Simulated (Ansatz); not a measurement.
## Sc (P6_3/mmc, 2 atoms in the cell): zone-centre modes under pressure

Wanted: Grüneisen parameters and pressure coefficients of the modes of Sc (P6_3/mmc, 2 atoms in the cell).

Program: Ansatz 0.2.0. Level of theory: DFT PBEsol, scalar-relativistic, plane waves, PAW; PAW set soft_1. Results are calculated unless marked as measured.

Most raw output is cut from this account.

## 1. Set-up

It takes space group P6_3/mmc (No. 194, hexagonal). Conventional cell: a = 3.309 Å, b = 3.309 Å, c = 5.273 Å, α = 90.00°, β = 90.00°, γ = 120.00°. Nearest to Sc lie 12 Sc at 3.26 to 3.31 Å.

## 2. Relaxation

The cell and atoms are relaxed, since residual forces and stress would shift the frequencies.

input.yaml reads:

```yaml
crystal:
  lattice:
    - [3.309, 0.0, 0.0]
    - [-1.6545, 2.8656780611, 0.0]
    - [0.0, 0.0, 5.2733]
  atoms:
    - { symbol: Sc, position: [0.33333333, 0.66666667, 0.25] }
    - { symbol: Sc, position: [0.66666667, 0.33333333, 0.75] }
kpoints:
  mp_grid: { grid: [15, 15, 8] }
hamiltonian:
  xc: pbesol
  pseudopotentials: { kind: paw, azcp: { folder: soft_1 }, xc_functional: pbe }
scf:
  occupations: { method: gaussian, width: 0.1 }
output:
  forces: true
  stress: true
  eigenvalues: true
relax:
  adjacent_minimum: "off"
  f_tol: 0.005
  max_steps: 80
  cell: { stress_tol: 0.05 }
```

The run is started by

```
> ansatz run input.yaml --threads 4 --pin off --max-ram 10240MiB --backend cpu --events-out ev --progress --plain --runs-dir out
```

It took 6 s on 4 threads of Intel Xeon at 2.60GHz (Ice Lake), shared host; peak memory 0.48 GiB.

Step by step:

```tsv
step	energy less that of the first step (eV)	largest force component (eV/Å)	pressure (GPa)	volume (Å³)
1	0.0000	0.0000	-2.87	50.00
2	-0.0292	0.0000	0.66	46.75
3	-0.0307	0.0000	0.00	47.27
4	-0.0308	0.0000	0.00	47.27
5*	-0.0307	0.0000	0.00	47.27
```

Relaxation steps marked * repeat the geometry before them on a plane-wave basis chosen anew for their cell, so energy and pressure can jump there.

Forces are held to the 24 operations that the run works with; a distortion that breaks them can't arise in this run.

```tsv
conventional cell, symmetrised	before	after	change
a (Å)	3.309	3.277	-1.0 %
b (Å)	3.309	3.277	-1.0 %
c (Å)	5.273	5.082	-3.6 %
volume (Å³/atom)	25.00	23.63	-5.5 %
```

Final coordinates:

```cif
data_structure
_symmetry_space_group_name_H-M 'P 1'
_symmetry_Int_Tables_number 1
_cell_length_a 3.2770
_cell_length_b 3.2770
_cell_length_c 5.0825
_cell_angle_alpha 90.000
_cell_angle_beta 90.000
_cell_angle_gamma 120.000
_cell_volume 47.27
loop_
_atom_site_label
_atom_site_type_symbol
_atom_site_fract_x
_atom_site_fract_y
_atom_site_fract_z
_atom_site_occupancy
Sc1 Sc 0.33333 0.66667 0.25000 1
Sc2 Sc 0.66667 0.33333 0.75000 1
```

This step gave:

```
pressure          : 0.001991 GPa
volume per atom   : 23.63 Å³
gap on the k-mesh : 0 eV
```

In this step the volume went from 25.00 to 23.63 Å³/atom.

## 3. Tight relaxation

Phonons need small forces and stress, so the relaxation is finished with tight tolerances on 15×15×8 k points.

input.yaml, the sections that differ from step 2:

```yaml
crystal:
  lattice:
    - [3.2770112599, 0.0, 0.0]
    - [-1.6385056299, 2.8379749996, 0.0]
    - [0.0, 0.0, 5.0824730053]
  atoms:
    - { symbol: Sc, position: [0.3333333333, 0.6666666667, 0.25] }
    - { symbol: Sc, position: [0.6666666667, 0.3333333333, 0.75] }
scf:
  occupations: { method: methfessel_paxton, width: 0.2 }
relax:
  adjacent_minimum: "off"
  f_tol: 0.001
  max_steps: 60
  cell: { stress_tol: 0.01 }
# kpoints, hamiltonian, output: as in step 2
```

Elapsed: 3.3 s, on 4 threads; peak memory 0.47 GiB; 12 s of CPU time.

Little changed from the start: no atom moved by 0.005 Å and no cell edge by 0.1 %.

This step gave:

- pressure: -0.001986 GPa

The forces vanish by symmetry and the pressure is -0.002 GPa, within the tolerances set. The cell now holds 23.63 Å³/atom.

## 4. Modes at rest

The force constants come from the linear response of the density to a displacement.

The modes at rest are the reference of the series.

input.yaml, the sections that differ from step 3:

```yaml
crystal:
  lattice:
    - [3.2776799875, 0.0, 0.0]
    - [-1.6388399937, 2.8385541346, 0.0]
    - [0.0, 0.0, 5.0803513793]
  atoms:
    - { symbol: Sc, position: [0.3333333333, 0.6666666667, 0.25] }
    - { symbol: Sc, position: [0.6666666667, 0.3333333333, 0.75] }
output:
  eigenvalues: true
phonons:
  method: dfpt
# kpoints, hamiltonian, scf: as in step 3
# relax: removed
```

The job ended after 13 s (4 threads; peak memory 1.1 GiB).

Numbers from this step:

```yaml
sum_rule_residual_before_enforcement: 6.98e-5 eV/Å²
point_group: 6/mmm
highest_optical_mode_at_the_zone_centre_no_lo_to_term: 235.4 cm⁻¹
lowest_optical_zone_centre_mode: 135.1 cm⁻¹
```

Patterns of degenerate modes are one choice out of their space. Modes at Γ:

```tsv
mode	frequency (cm⁻¹)	symmetry
1	0.0	acoustic
2	0.0	acoustic
3	0.0	acoustic
4	135.1	E2g
5	135.1	E2g
6	235.4	B1g
```

Displacements in mode 4 (135.1 cm⁻¹), the largest set to 1:
```
Sc1  0.00 -1.00  0.00
Sc2  0.00  1.00  0.00
```

Displacements in mode 6 (235.4 cm⁻¹), the largest set to 1:
```
Sc1  0.00  0.00  1.00
Sc2  0.00  0.00 -1.00
```

Before it was imposed, the acoustic sum rule was missed by 7.0e-5 eV/Å². Small misses are needed for a sound result but don't prove that mesh and cutoff are converged. The lowest optical mode is real, 135 cm⁻¹.

## 5. Relaxation of a member: 1.06 times the volume at rest

The cell is set to 1.06 times the volume at rest, and shape and atoms relax at that volume.

input.yaml, the sections that differ from step 4:

```yaml
crystal:
  lattice:
    - [3.3404381707, 0.0, 0.0]
    - [-1.6702190854, 2.8929043156, 0.0]
    - [0.0, 0.0, 5.1847263574]
  atoms:
    - { symbol: Sc, position: [0.3333333333, 0.6666666667, 0.25] }
    - { symbol: Sc, position: [0.6666666667, 0.3333333333, 0.75] }
output:
  forces: true
  stress: true
  eigenvalues: true
relax:
  adjacent_minimum: "off"
  f_tol: 0.001
  max_steps: 60
  cell: { stress_tol: 0.01, fix: [volume] }
# kpoints, hamiltonian, scf: as in step 4
# phonons: removed
```

Wall time 3.5 s (4 threads); peak memory 0.47 GiB.

Little changed from the start: no atom moved by 0.005 Å and no cell edge by 0.1 %.

This step gave:

* pressure: -3.030 GPa
* volume per atom: 25.05 Å³

The forces vanish by symmetry, at a pressure of -3.03 GPa.

## 6. Modes of this member: 1.06 times the volume at rest

The zone-centre modes follow for 1.06 times the volume at rest.

input.yaml, the sections that differ from step 5:

```yaml
crystal:
  lattice:
    - [3.3396892763, 0.0, 0.0]
    - [-1.6698446382, 2.892255754, 0.0]
    - [0.0, 0.0, 5.1870518719]
  atoms:
    - { symbol: Sc, position: [0.3333333333, 0.6666666667, 0.25] }
    - { symbol: Sc, position: [0.6666666667, 0.3333333333, 0.75] }
output:
  eigenvalues: true
phonons:
  method: dfpt
# kpoints, hamiltonian, scf: as in step 5
# relax: removed
```

Elapsed: 14 s, on 4 threads; peak memory 1.1 GiB; 49 s of CPU time.

This step gave:

- sum-rule residual before enforcement: 1.50e-5 eV/Å²
- highest optical mode at the zone centre (no LO-TO term): 214.5 cm⁻¹
- lowest optical zone-centre mode: 131.3 cm⁻¹

Patterns of degenerate modes are one choice out of their space. Modes at Γ:

```tsv
mode	frequency (cm⁻¹)	symmetry
1	0.0	acoustic
2	0.0	acoustic
3	0.0	acoustic
4	131.3	E2g
5	131.3	E2g
6	214.5	B1g
```

The lowest optical mode is real, 131 cm⁻¹, and the highest lies at 214.5 cm⁻¹.

For the highest optical mode at the zone centre (no LO-TO term), step 4 gave 235 cm⁻¹; this run, with volume ratio 1.06, gives 214 cm⁻¹ (-9 %).

## 7. Relaxation of a member: 0.9 times the volume at rest

The cell is set to 0.9 times the volume at rest, and shape and atoms relax at that volume.

input.yaml, the sections that differ from step 6:

```yaml
crystal:
  lattice:
    - [3.1687016951, 0.0, 0.0]
    - [-1.5843508476, 2.7441761649, 0.0]
    - [0.0, 0.0, 4.8922275282]
  atoms:
    - { symbol: Sc, position: [0.3333333333, 0.6666666667, 0.25] }
    - { symbol: Sc, position: [0.6666666667, 0.3333333333, 0.75] }
output:
  forces: true
  stress: true
  eigenvalues: true
relax:
  adjacent_minimum: "off"
  f_tol: 0.001
  max_steps: 60
  cell: { stress_tol: 0.01, fix: [volume] }
# kpoints, hamiltonian, scf: as in step 6
# phonons: removed
```

Wall time 3.1 s (4 threads); peak memory 0.46 GiB.

Little changed from the start: no atom moved by 0.005 Å and no cell edge by 0.1 %.

Numbers from this step:

```
pressure        : 7.157 GPa
volume per atom : 21.27 Å³
```

The forces vanish by symmetry, at a pressure of 7.16 GPa.

## 8. Modes of this member: 0.9 times the volume at rest

The zone-centre modes follow for 0.9 times the volume at rest.

input.yaml, the sections that differ from step 7:

```yaml
crystal:
  lattice:
    - [3.1698790034, 0.0, 0.0]
    - [-1.5849395017, 2.7451957438, 0.0]
    - [0.0, 0.0, 4.8885942093]
  atoms:
    - { symbol: Sc, position: [0.3333333333, 0.6666666667, 0.25] }
    - { symbol: Sc, position: [0.6666666667, 0.3333333333, 0.75] }
output:
  eigenvalues: true
phonons:
  method: dfpt
# kpoints, hamiltonian, scf: as in step 7
# relax: removed
```

The job ended after 12 s (4 threads; peak memory 0.98 GiB; 42 s of CPU time).

Numbers from this step:

```
sum-rule residual before enforcement                    : 1.19e-5 eV/Å²
highest optical mode at the zone centre (no LO-TO term) : 272.6 cm⁻¹
lowest optical zone-centre mode                         : 143.9 cm⁻¹
```

Patterns of degenerate modes are one choice out of their space. Modes at Γ:

```tsv
mode	frequency (cm⁻¹)	symmetry
1	0.0	acoustic
2	0.0	acoustic
3	0.0	acoustic
4	143.9	E2g
5	143.9	E2g
6	272.6	B1g
```

Displacements in mode 5 (143.9 cm⁻¹), the largest set to 1:
```
Sc1  0.00 -1.00  0.00
Sc2  0.00  1.00  0.00
```

Displacements in mode 6 (272.6 cm⁻¹), the largest set to 1:
```
Sc1  0.00  0.00  1.00
Sc2  0.00  0.00 -1.00
```

The lowest optical mode is real, 144 cm⁻¹, and the highest lies at 272.6 cm⁻¹.

Between step 4 and this run (volume ratio 0.9) the value for the highest optical mode at the zone centre (no LO-TO term) moves from 235 cm⁻¹ to 273 cm⁻¹ (+16 %).

## 9. All members side by side

The members are set side by side, also those not shown above.

Each row is one cell with its response, relaxed at fixed volume as far as symmetry leaves anything free; energies are extrapolated to zero smearing, and E0 is that at rest; shape and atoms are relaxed in each cell where symmetry leaves them free; all runs use 15×15×8 k points and Methfessel-Paxton smearing of 0.2 eV. State of the crystal along the series:

```tsv
volume ratio	V (Å³/atom)	pressure (GPa)	E - E0 (meV/atom)	first cell vector (Å)	third cell vector (Å)
0.9	21.27	7.157	48.53	3.17	4.889
0.92	21.74	5.467	30.04	3.192	4.928
0.94	22.21	3.917	16.32	3.214	4.967
0.96	22.69	2.497	6.984	3.235	5.006
0.98	23.16	1.194	1.654	3.257	5.043
0.99	23.4	0.5828	0.3869	3.267	5.062
1	23.63	-0.001986	0	3.278	5.08
1.02	24.11	-1.099	1.718	3.299	5.116
1.04	24.58	-2.106	6.529	3.319	5.152
1.06	25.05	-3.03	14.18	3.34	5.187
```

Each mode is tracked from rest by its pattern, and modes that stay within 0.3 cm⁻¹ of each other stand once; shape and atoms are relaxed in each cell where symmetry leaves them free; all runs use 15×15×8 k points and Methfessel-Paxton smearing of 0.2 eV. Optical modes along the series:

```tsv
V (Å³/atom)	mode 4 E2g (cm⁻¹)	mode 6 B1g (cm⁻¹)
21.27	143.9	272.6
21.74	141.8	265
22.21	139.9	257.4
22.69	138.1	250
23.16	136.5	242.7
23.4	135.8	239.1
23.63	135.1	235.4
24.11	133.8	228.4
24.58	132.5	221.4
25.05	131.3	214.5
```

From cubic fits (parabolas where under five rows exist) of ln ω and P against ln V through the rows within about 4 % of rest: γ = −d ln ω / d ln V and dω/dP = γ ω / B. Slopes at rest:

```tsv
mode	fitted frequency at rest (cm⁻¹)	Grüneisen parameter γ	dω/dP (cm⁻¹/GPa)
mode 4 E2g	135.1	0.51	1.2
mode 6 B1g	235.5	1.52	6.23
```

## 10. What came out

| Quantity | Value |
| --- | --- |
| members | 10 |
| highest optical mode at the zone centre (no LO-TO term), at rest | 235.4 cm⁻¹ |
| bulk modulus at rest | 57.3 GPa |
| mode 4 E2g, γ | 0.51 |
| mode 6 B1g, γ | 1.52 |

The series spans -3.0 to 7.2 GPa, and the slope at rest gives a bulk modulus of 57 GPa. Among the modes in the table of slopes γ runs from 0.51 (mode 4 E2g) to 1.52 (mode 6 B1g). One k mesh and one cutoff serve the ground states and modes of all volumes. These are harmonic frequencies at zero temperature: anharmonic shifts, linewidths and thermal expansion are left out. With no gap, or one that is small against the smearing, the frequencies hang on the k mesh and the smearing, most of all near Kohn anomalies. The PAW files were made for PBE; the program adapts parts of them to the functional of the run, but their partial waves stay those of PBE, an approximation that was not tested in this session. Only the zone centre was solved, so an instability at another wavevector cannot show here.

[Logs are printed without paths, hosts, clocks, repeated set-up lines and the standing remarks that a program may print on its own settings, such as how far it seeks lower states.]

[Hosts, paths, dates, database ids (printed as entryN), source tags and the programs' standing remarks are cut or masked in the printed files.]
